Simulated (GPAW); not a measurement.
# The basis that the transmission of a Au chain with two Cl atoms in line needs

Aim: T(E), conductance and thermopower of a Au chain with two Cl atoms in line, and what cheaper settings cost in accuracy.

Method: GPAW LCAO, PAW setups; Landauer transmission from Green's functions with principal layers (ASE), zero bias, in GPAW 26.7.0.

**1. The starting structure**

The cell holds 12 atoms: 10 Au and 2 Cl. Cell: a = 9.000 Å, b = 9.000 Å, c = 29.768 Å, α = 90.0°, β = 90.0°, γ = 90.0°. Regions: left lead, 5 atoms (5 Au); channel, 2 atoms (2 Cl); right lead, 5 atoms (5 Au). Vacuum lies along a and b. The structure is stacked along c, and the current runs across the ab planes.

**2. GPAW, dzp**

The script solves lead and junction separately, takes H and S in the orbital basis, and joins semi-infinite leads through their self-energies; the dzp basis is the working standard.

Input file run.py:

```python
import json
import numpy as np
from ase import Atoms
from ase.transport.calculators import TransportCalculator
from gpaw import GPAW, FermiDirac
from gpaw.lcao.tools import get_lcao_hamiltonian
from scipy.linalg import eigh

# The junction with lead layers at both ends, along the third cell vector
device = Atoms(
    ['Au', 'Au', 'Au', 'Au', 'Au', 'Cl', 'Cl', 'Au', 'Au', 'Au', 'Au', 'Au'],
    positions=[
        [4.50000, 4.50000, 1.30000],
        [4.50000, 4.50000, 3.90000],
        [4.50000, 4.50000, 6.50000],
        [4.50000, 4.50000, 9.10000],
        [4.50000, 4.50000, 11.70000],
        [4.50000, 4.50000, 13.91420],
        [4.50000, 4.50000, 15.85420],
        [4.50000, 4.50000, 18.06840],
        [4.50000, 4.50000, 20.66840],
        [4.50000, 4.50000, 23.26840],
        [4.50000, 4.50000, 25.86840],
        [4.50000, 4.50000, 28.46840]],
    cell=[[9.0, 0.0, 0.0], [0.0, 9.0, 0.0], [0.0, 0.0, 29.7684]],
    pbc=True)

# One principal layer of the lead: the first 3 atoms of the device
lead = Atoms(
    ['Au', 'Au', 'Au'],
    positions=[
        [4.50000, 4.50000, 1.30000],
        [4.50000, 4.50000, 3.90000],
        [4.50000, 4.50000, 6.50000]],
    cell=[[9.0, 0.0, 0.0], [0.0, 9.0, 0.0], [0.0, 0.0, 7.8]],
    pbc=True)

settings = dict(mode='lcao', basis='dzp', xc='PBE', h=0.2,
                occupations=FermiDirac(0.1), maxiter=250,
                mixer=dict(beta=0.1, nmaxold=8, weight=100.0),
                convergence=dict(density=0.0001))
energies = np.arange(-3, 3 + 1e-9, 0.075)
eta = 0.0001
n1, n2 = 1, 1
# k and -k transmit alike, so half of the mesh across the current serves
mesh = [(i, j) for i in range(n1) for j in range(n2) if (i, j) <= (-i % n1, -j % n2)]
weights = np.array([1 if (i, j) == (-i % n1, -j % n2) else 2 for i, j in mesh]) / (n1 * n2)

# [... helper functions left out ...]
fermi_lead = ground_state(lead, (1, 1, 15), 'lead.txt')
fermi_device = ground_state(device, (1, 1, 3), 'device.txt')
# [... loop over the mesh left out, but for ...]
        # Shift the lead onto the potential of the device's first layer
        shift = ((H[:, 0, 0] - H0[:, 0, 0]) / S0[0, 0]).real.mean()
# [...]
kT = 8.617333e-5 * 300
bias = [0.1, 0.2, 0.5, 1.0, 1.5, 2.0]
# [... integrals and printing left out ...]
```

On the command line:

```
$ OMP_NUM_THREADS=1 OPENBLAS_NUM_THREADS=1 python run.py
```

The log of the run:

```text
basis functions: device 176, principal layer 45
Fermi level: lead -4.6464 eV, device -4.5638 eV; lead shifted by -0.0000 eV
largest coupling past the next layer 2.46e-07 eV, largest misfit of the first layer 0.027 eV
  E-E_F (eV)   T (one spin)  [channel counts left out]
    -3.000    9.6519e-01
    -2.925    9.7280e-01
    -2.850    9.7898e-01
    -2.775    1.2641e+00
    -2.700    1.9488e+00
    -2.625    2.4914e+00
    -2.550    2.7896e+00
    -2.475    2.9221e+00
    -2.400    2.9748e+00
    -2.325    2.9907e+00
    -2.250    2.9861e+00
    -2.175    2.9633e+00
    -2.100    2.9243e+00
    -2.025    2.8705e+00
    -1.950    2.8061e+00
    -1.875    2.7368e+00
[...]
2.475    6.9708e-01
     2.550    6.8805e-01
     2.625    6.7959e-01
     2.700    6.7170e-01
     2.775    6.6439e-01
     2.850    6.5768e-01
     2.925    6.5158e-01
     3.000    6.4610e-01
conductance at 300 K: 0.92918 G0 a cell; thermopower 9.86 uV/K
current from the zero-bias T(E) at 0.1 V: 7.3355 uA
current from the zero-bias T(E) at 0.2 V: 15.795 uA
current from the zero-bias T(E) at 0.5 V: 55.218 uA
current from the zero-bias T(E) at 1.0 V: 128.68 uA
current from the zero-bias T(E) at 1.5 V: 198.03 uA
current from the zero-bias T(E) at 2.0 V: 262.07 uA
```

Wall time 29 s (1 thread of Arm Neoverse V2, shared host); peak memory 0.96 GiB.

Numbers from this step:

| Item | Value |
| --- | --- |
| conductance | 0.9292 G₀ |
| largest coupling past the next principal layer | 2.46e-7 eV |
| largest misfit of the first principal layer | 0.02730 eV |
| shift that aligns the lead | -4.06e-7 eV |
| basis functions of the junction | 176 |
| basis functions of a principal layer | 45 |
| transmission at the Fermi level (one spin) | 0.9023 |

One spin. Transmission, zone mean against energy, zero at the Fermi level:

```
energy (eV)  transmission, zone mean
      -3.00                    0.965
      -2.85                    0.979
      -2.70                     1.95
      -2.55                     2.79
      -2.33                     2.99
      -2.17                     2.96
      -2.02                     2.87
      -1.88                     2.74
      -1.73                     2.60
      -1.57                     2.43
      -1.35                     1.90
      -1.20                     1.59
      -1.05                     2.20
      -0.90                     2.32
      -0.75                     2.46
      -0.60                     2.61
      -0.38                     2.82
      -0.30                     2.87
      -0.23                     2.86
      -0.07                    0.880
       0.00                    0.902
       0.07                    0.926
       0.23                    0.968
       0.38                    0.992
       0.60                    0.997
       0.75                    0.985
       0.90                    0.964
       1.05                    0.940
       1.20                    0.913
       1.35                    0.885
       1.57                    0.842
       1.73                    0.814
       1.88                    0.787
       2.02                    0.762
       2.17                    0.738
       2.33                    0.717
       2.55                    0.688
       2.70                    0.672
       2.85                    0.658
       3.00                    0.646
```

Not self-consistent under bias; the bias window is split evenly. Table of current through one cell, from the zero-bias transmission by bias:

```
bias (V)  current through one cell, from the zero-bias transmission (μA)
   0.100                                                            7.34
   0.200                                                            15.8
   0.500                                                            55.2
   1.000                                                             129
   1.500                                                             198
   2.000                                                             262
```

Transmission of the three most open eigenchannels against energy, zero at the Fermi level:

```
energy (eV)  channel 1  channel 2  channel 3
      -3.00      0.965    1.4e-12    1.4e-12
      -2.77      0.984      0.140      0.140
      -2.55      0.993      0.898      0.898
      -2.40      0.995      0.990      0.990
      -2.17      0.995      0.984      0.984
      -1.95      0.988      0.909      0.909
      -1.73      0.950      0.824      0.824
      -1.57      0.849      0.793      0.793
      -1.35      0.785      0.785      0.334
      -1.12      0.795      0.795      0.399
      -0.90      0.809      0.809      0.699
      -0.75      0.827      0.827      0.805
      -0.53      0.898      0.895      0.895
      -0.30      0.985      0.985      0.898
      -0.07      0.880     4.8e-8     4.8e-8
       0.00      0.902    9.7e-11    9.7e-11
       0.07      0.926    3.0e-12    3.0e-12
       0.30      0.982          0          0
       0.53      0.999          0          0
       0.75      0.985          0          0
       0.90      0.964          0          0
       1.12      0.927          0          0
       1.35      0.885          0          0
       1.57      0.842          0          0
       1.73      0.814          0          0
       1.95      0.774          0          0
       2.17      0.738          0          0
       2.40      0.707          0          0
       2.55      0.688          0          0
       2.77      0.664          0          0
       3.00      0.646          0          0
```

Couplings past the next layer reach 2.5e-7 eV, small enough to drop; the matrix elements of the cell's first layer differ from the bulk lead's by up to 0.027 eV. That layer keeps its own values in the calculation, and only beyond it is the lead taken as perfect. The Fermi levels of lead and junction count from different zeros of potential, one for each periodic cell; with both set to zero, the small remaining shift is what aligns them. Without spin-orbit coupling, which is large for these atoms, channel counts and T are those of the scalar-relativistic bands. By hand: G = 0.9292 × 77.48 μS = 72.0 μS, a resistance of 13.9 kΩ; at 0.1 V a linear junction would pass 7.20 μA, and the integral over the bias window gives 7.34 μA.

**3. GPAW, szp: basis = "szp(dzp)"**

One radial function a shell plus polarisation makes the matrices smaller; the question is what that costs.

Changes to run.py since step 2:

```diff
@@ -37,3 +37,3 @@
 
-settings = dict(mode='lcao', basis='dzp', xc='PBE', h=0.2,
+settings = dict(mode='lcao', basis='szp(dzp)', xc='PBE', h=0.2,
                 occupations=FermiDirac(0.1), maxiter=250,
```

The log of the run:

```text
basis functions: device 108, principal layer 27
Fermi level: lead -4.4852 eV, device -4.4202 eV; lead shifted by 0.0022 eV
largest coupling past the next layer 2.47e-07 eV, largest misfit of the first layer 0.025 eV
  E-E_F (eV)   T (one spin)  [channel counts left out]
    -3.000    9.7213e-01
    -2.925    9.7865e-01
    -2.850    9.8387e-01
    -2.775    1.4184e+00
    -2.700    2.0336e+00
    -2.625    2.5579e+00
    -2.550    2.8676e+00
    -2.475    2.9812e+00
    -2.400    2.9835e+00
    -2.325    2.9365e+00
    -2.250    2.8642e+00
    -2.175    2.7901e+00
    -2.100    2.7089e+00
    -2.025    2.6268e+00
    -1.950    2.5469e+00
    -1.875    2.4707e+00
[...]
2.475    7.9301e-01
     2.550    7.8848e-01
     2.625    7.8434e-01
     2.700    7.8060e-01
     2.775    7.7724e-01
     2.850    7.7429e-01
     2.925    7.7173e-01
     3.000    7.6958e-01
conductance at 300 K: 0.95633 G0 a cell; thermopower 9.908 uV/K
current from the zero-bias T(E) at 0.1 V: 7.5445 uA
current from the zero-bias T(E) at 0.2 V: 16.193 uA
current from the zero-bias T(E) at 0.5 V: 55.975 uA
current from the zero-bias T(E) at 1.0 V: 131.36 uA
current from the zero-bias T(E) at 1.5 V: 202.81 uA
current from the zero-bias T(E) at 2.0 V: 267.07 uA
```

The job ended after 26 s (1 thread; peak memory 0.94 GiB).

This step gave:

```
conductance                                    : 0.9563 G₀
largest coupling past the next principal layer : 2.47e-7 eV
largest misfit of the first principal layer    : 0.02450 eV
shift that aligns the lead                     : 0.002160 eV
basis functions of the junction                : 108
basis functions of a principal layer           : 27
transmission at the Fermi level (one spin)     : 0.9288
```

One spin. Transmission, zone mean against energy, zero at the Fermi level:

energy (eV), transmission, zone mean and a bar from the least value:
```
    -3.00       0.97 ###
    -2.85       0.98 ###
    -2.70       2.03 #################
    -2.55       2.87 ############################
    -2.40       2.98 ##############################
    -2.33       2.94 #############################
    -2.17       2.79 ###########################
    -2.02       2.63 #########################
    -1.88       2.47 #######################
    -1.73       2.32 #####################
    -1.57       2.08 ##################
    -1.35       1.46 #########
    -1.20       1.57 ###########
    -1.05       2.07 ##################
    -0.90       2.33 #####################
    -0.75       2.53 ########################
    -0.60       2.74 ###########################
    -0.38       2.93 #############################
    -0.30       2.93 #############################
    -0.23       2.88 #############################
    -0.07       0.91 ##
     0.00       0.93 ##
     0.07       0.95 ##
     0.23       0.98 ###
     0.38       1.00 ###
     0.60       0.99 ###
     0.75       0.98 ###
     0.90       0.96 ###
     1.05       0.94 ##
     1.20       0.92 ##
     1.35       0.90 ##
     1.57       0.88 #
     1.73       0.86 #
     1.88       0.84 #
     2.02       0.83 #
     2.17       0.81 #
     2.33       0.80 
     2.55       0.79 
     2.70       0.78 
     2.85       0.77 
     3.00       0.77
```

Not self-consistent under bias; the bias window is split evenly. Table of current through one cell, from the zero-bias transmission by bias:

```
bias (V)  current through one cell, from the zero-bias transmission (μA)
   0.100                                                            7.54
   0.200                                                            16.2
   0.500                                                            56.0
   1.000                                                             131
   1.500                                                             203
   2.000                                                             267
```

Transmission of the three most open eigenchannels against energy, zero at the Fermi level:

```
energy (eV)  channel 1  channel 2  channel 3
      -3.00      0.972    2.6e-12    2.6e-12
      -2.77      0.988      0.215      0.215
      -2.55      0.995      0.936      0.936
      -2.40      0.997      0.993      0.993
      -2.17      0.996      0.897      0.897
      -1.95      0.987      0.780      0.780
      -1.73      0.920      0.699      0.699
      -1.57      0.727      0.678      0.678
      -1.35      0.686      0.686     0.0921
      -1.12      0.725      0.725      0.475
      -0.90      0.801      0.801      0.732
      -0.75      0.847      0.847      0.841
      -0.53      0.951      0.951      0.919
      -0.30      0.997      0.997      0.940
      -0.07      0.908    0.00311    0.00311
       0.00      0.929    4.8e-10    4.8e-10
       0.07      0.950    9.8e-12    9.8e-12
       0.30      0.992          0          0
       0.53      0.998          0          0
       0.75      0.981          0          0
       0.90      0.964          0          0
       1.12      0.934          0          0
       1.35      0.905          0          0
       1.57      0.876          0          0
       1.73      0.859          0          0
       1.95      0.835          0          0
       2.17      0.815          0          0
       2.40      0.798          0          0
       2.55      0.788          0          0
       2.77      0.777          0          0
       3.00      0.770          0          0
```

The conductance, 0.956 G₀, lies 2.9 % above that of the dzp run.

**4. Minimal basis**

One function for each valence shell of the setup, as for a first survey of a large system.

Changes to run.py since step 3:

```diff
@@ -37,3 +37,3 @@
 
-settings = dict(mode='lcao', basis='szp(dzp)', xc='PBE', h=0.2,
+settings = dict(mode='lcao', basis='sz(dzp)', xc='PBE', h=0.2,
                 occupations=FermiDirac(0.1), maxiter=250,
```

The log of the run:

```text
basis functions: device 68, principal layer 18
Fermi level: lead -4.4268 eV, device -4.3470 eV; lead shifted by 0.0007 eV
largest coupling past the next layer 2.47e-07 eV, largest misfit of the first layer 0.018 eV
  E-E_F (eV)   T (one spin)  [channel counts left out]
    -3.000    9.3060e-01
    -2.925    9.4255e-01
    -2.850    9.6602e-01
[...]
2.925    7.8549e-01
     3.000    7.8523e-01
conductance at 300 K: 0.9753 G0 a cell; thermopower 8.824 uV/K
current from the zero-bias T(E) at 0.1 V: 7.6794 uA
current from the zero-bias T(E) at 0.2 V: 16.372 uA
current from the zero-bias T(E) at 0.5 V: 55.283 uA
current from the zero-bias T(E) at 1.0 V: 130.64 uA
current from the zero-bias T(E) at 1.5 V: 205.66 uA
current from the zero-bias T(E) at 2.0 V: 275.68 uA
```

Run time: 23 s. Hardware: 1 thread; peak memory 0.91 GiB.

This step gave:

```
conductance                                 : 0.9753 G₀
largest misfit of the first principal layer : 0.01765 eV
shift that aligns the lead                  : 7.26e-4 eV
basis functions of the junction             : 68
basis functions of a principal layer        : 18
transmission at the Fermi level (one spin)  : 0.9515
```

The conductance, 0.975 G₀, lies 5.0 % above that of the dzp run.

**5. RPBE in the dzp basis: xc = "RPBE"**

Back in the dzp basis, the functional changes from PBE to RPBE, to set the spread between functionals beside that between bases.

Changes to run.py since step 4:

```diff
@@ -37,3 +37,3 @@
 
-settings = dict(mode='lcao', basis='sz(dzp)', xc='PBE', h=0.2,
+settings = dict(mode='lcao', basis='dzp', xc='RPBE', h=0.2,
                 occupations=FermiDirac(0.1), maxiter=250,
```

The log of the run:

```text
basis functions: device 176, principal layer 45
Fermi level: lead -4.5144 eV, device -4.4368 eV; lead shifted by -0.0015 eV
largest coupling past the next layer 2.64e-07 eV, largest misfit of the first layer 0.027 eV
  E-E_F (eV)   T (one spin)  [channel counts left out]
    -3.000    9.6558e-01
    -2.925    9.7328e-01
    -2.850    9.7952e-01
[...]
2.925    6.5890e-01
     3.000    6.5327e-01
conductance at 300 K: 0.91985 G0 a cell; thermopower 9.841 uV/K
current from the zero-bias T(E) at 0.1 V: 7.2622 uA
current from the zero-bias T(E) at 0.2 V: 15.639 uA
current from the zero-bias T(E) at 0.5 V: 54.799 uA
current from the zero-bias T(E) at 1.0 V: 128.36 uA
current from the zero-bias T(E) at 1.5 V: 197.87 uA
current from the zero-bias T(E) at 2.0 V: 261.89 uA
```

Run time: 30 s. Hardware: 1 thread; peak memory 0.96 GiB.

This step gave:

```yaml
conductance: 0.9198 G₀
largest_coupling_past_the_next_principal_layer: 2.64e-7 eV
largest_misfit_of_the_first_principal_layer: 0.02727 eV
shift_that_aligns_the_lead: -0.001550 eV
basis_functions_of_the_junction: 176
basis_functions_of_a_principal_layer: 45
transmission_at_the_fermi_level_one_spin: 0.8930
```

One spin. The transmission, zone mean by energy, zero at the Fermi level:

energy (eV), transmission, zone mean and a bar from the least value:
```
    -3.00       0.97 ####
    -2.77       1.23 #######
    -2.55       2.80 ###########################
    -2.40       2.98 ##############################
    -2.33       2.99 ##############################
    -2.17       2.96 ##############################
    -1.95       2.80 ###########################
    -1.73       2.58 #########################
    -1.57       2.42 #######################
    -1.35       1.92 ################
    -1.12       1.85 ###############
    -0.90       2.31 #####################
    -0.75       2.46 #######################
    -0.53       2.70 ##########################
    -0.30       2.88 #############################
    -0.07       0.87 ###
     0.00       0.89 ###
     0.07       0.92 ###
     0.30       0.98 ####
     0.53       1.00 ####
     0.75       0.99 ####
     0.90       0.97 ####
     1.12       0.93 ####
     1.35       0.89 ###
     1.57       0.85 ###
     1.73       0.82 ##
     1.95       0.78 ##
     2.17       0.75 #
     2.40       0.71 #
     2.55       0.70 #
     2.77       0.67 
     3.00       0.65
```

The conductance, 0.920 G₀, lies 1.0 % below that of the dzp run.

**6. All levels side by side**

Times are for 1 thread of Arm Neoverse V2, shared host. The runs compared:

```
no.       run  conductance (G₀)  time  memory (GiB)
  1       dzp            0.9292  29 s          0.96
  2       szp            0.9563  26 s          0.94
  3        sz            0.9753  23 s          0.91
  4  dzp RPBE            0.9198  30 s          0.96
```

(Part 1 of 2 ends here.)

[Logs are printed without paths, hosts, clocks, repeated set-up lines and the standing remarks that a program may print on its own settings, such as how far it seeks lower states.]

[Hosts, paths, dates, database ids (printed as entryN), source tags and the programs' standing remarks are cut or masked in the printed files.]
